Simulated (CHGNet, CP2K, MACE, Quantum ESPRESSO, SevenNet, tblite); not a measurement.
## Twisted 1T-ZrS2 monolayer on bilayer, 21.79° (63 atoms): runs against a plane-wave reference

The cell holds 63 atoms: 21 Zr and 42 S. Its edges and angles: a = 9.683 Å, b = 9.683 Å, c = 29.160 Å, α = 90.0°, β = 90.0°, γ = 120.0°. It derives from ZrS2 (1T-ZrS2). 1T-ZrS2 (a = 3.66 Å) under 1T-ZrS2 (a = 3.66 Å), monolayer on bilayer, commensurate cell of 7 unit cells a layer, twist 21.79 deg; facing planes 3.22, 3.18 Å apart; 14 Å of vacuum; layers as built, displaced by a Gaussian of 0.01 Å. Then every atom was moved at random, 0.03 Å r.m.s. a Cartesian component. Regions: layer 1, 21 atoms (7 Zr and 14 S); layer 2, 21 atoms (7 Zr and 14 S); layer 3, 21 atoms (7 Zr and 14 S). Vacuum lies along c.

Geometry: as built.

The reference, a calculation:

| Property | Result |
| --- | --- |
| method | Kohn-Sham DFT, PBE, SSSP efficiency 1.3.0 pseudopotentials, plane waves (Quantum ESPRESSO 7.5); sssp-pbe-1.3.0-efficiency, cutoffs 45/360 Ry, Γ point |
| r.m.s. force component | 0.3139 eV/Å |
| longest force | 1.234 eV/Å |
| gap (highest filled to lowest empty level) | 1.537 eV |
| time | 20 min on 1 thread of Arm Neoverse V2, shared host |
| CPU time | 20 min |

Runs, in no order:
A. CHGNet 0.3.0 potential: machine-learned interatomic potential CHGNet 0.3.0, trained on PBE(+U) plane-wave data
B. CP2K GFN1-xTB, OT DIIS: GFN1-xTB tight binding (the program's own implementation), orbital transformation
C. SevenNet 0 potential: machine-learned interatomic potential SevenNet 0, trained on PBE(+U) plane-wave data
D. tblite GFN1-xTB: GFN1-xTB tight binding, diagonalisation

Q: Order them from the smallest to the largest r.m.s. force difference.

C, A, D, B.

| run | Δ force, r.m.s. (meV/Å) | share of r.m.s. force (%) | CPU time |
| --- | --- | --- | --- |
| C. SevenNet 0 potential | 84.2 | 26.8 | 7.9 s |
| A. CHGNet 0.3.0 potential | 146 | 46.5 | 3.9 s |
| D. tblite GFN1-xTB | 342 | 109 | 15 s |
| B. CP2K GFN1-xTB, OT DIIS | 1081 | 344 | 3.1 s |

Periodic xTB results under one method name differ between programs and library versions. Machine-learned potentials mimic data converged in k, so the reference's own k-point error enters their differences. The electronic-structure runs sample only Γ, in a cell whose shortest periodic width is 8 Å.

[Hosts, paths, dates, database ids (printed as entryN), source tags and the programs' standing remarks are cut or masked in the printed files.]
